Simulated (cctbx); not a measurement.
## Lattice, Laue class and space group of a new crystal

Cell: a = 9.3780 Å, b = 10.3750 Å, c = 9.4110 Å, α = 90.00°, β = 90.00°, γ = 90.00°. Expected content of the cell: Lu4 Ru8 Sc16 Al24.

Simulated single-crystal data (cctbx): Ag Kα, λ = 0.56087 Å, to d = 0.6 Å, 50 % of the full sphere, strongest reflection 70000 counts, noise from counting, a 4 % proportional error and a noise floor of 4 counts (s.d.); no absorption, some extinction.

A first pass over the reflections prints:

```text
8788 reflections to d = 0.600 A
centring   violations  <I/sigma> of those
    A       1866 of  4393      7.9
    B       1866 of  4367      7.9
    C          0 of  4398      0.0
    I       1892 of  4416      7.9
    R       2674 of  5881      8.4
    F       1866 of  6579      5.3
Laue class    unique    Rint  (classes that these axes allow; Friedel mates merged)
C 1 2/m 1        2126   0.027
C 2/m 1 1        2160   0.027
C m m m          1243   0.030
space group    extra absences  I>4sigma  <I/sigma>
C 2 2 21                7          0       0.7  acentric
C 2 2 2                 0          0         -  acentric
C m m 2                 0          0         -  acentric
C m c 21               93          0       0.1  acentric
C 2 m m                 0          0         -  acentric
C m 2 m                 0          0         -  acentric
C 2 c m                93          0       0.1  acentric
C m c m                93          0       0.1  centric
C m m m                 0          0         -  centric
Wilson B = 0.64 A^2   <|E^2-1|> = 0.828 (0.968 centric, 0.736 acentric)   E^2>4: 2.6 %
shell (A)         n   <I/sigma>
 9.41 - 1.20    171     30.2
 1.20 - 0.95    155     31.2
 0.95 - 0.83    159     28.9
 0.83 - 0.76    159     28.8
 0.76 - 0.70    145     28.7
 0.70 - 0.66    158     26.7
 0.66 - 0.63    139     26.5
 0.63 - 0.60    157     25.6
```

**Question.** What are the lattice type, the Laue class and the likely space group?

The reflections that C centring forbids are absent (⟨I/σ⟩ near 0), so the lattice is C.

Rint stays low (0.027 to 0.030) up to C m m m, the highest class in these axes.

9 settings pass the absence test. The most absences obeyed, 93, belong to C m c 21, C 2 c m and C m c m, which absences can't tell apart.

⟨|E²−1|⟩ = 0.828 lies between the two ideal values. The Wilson B of 0.64 Å² means U ≈ 0.0081 Å².

The true group is Cmcm (no. 63), Laue class mmm, centrosymmetric. The tables only narrow the choice to the tied entries; cell content, site symmetry and trial solutions must settle it.

The model was made for the exercise: a known structure type with other elements put in, its volume estimated, not relaxed; displacement parameters are assumed.

[Logs are printed without paths, hosts, clocks, repeated set-up lines and the standing remarks that a program may print on its own settings, such as how far it seeks lower states.]
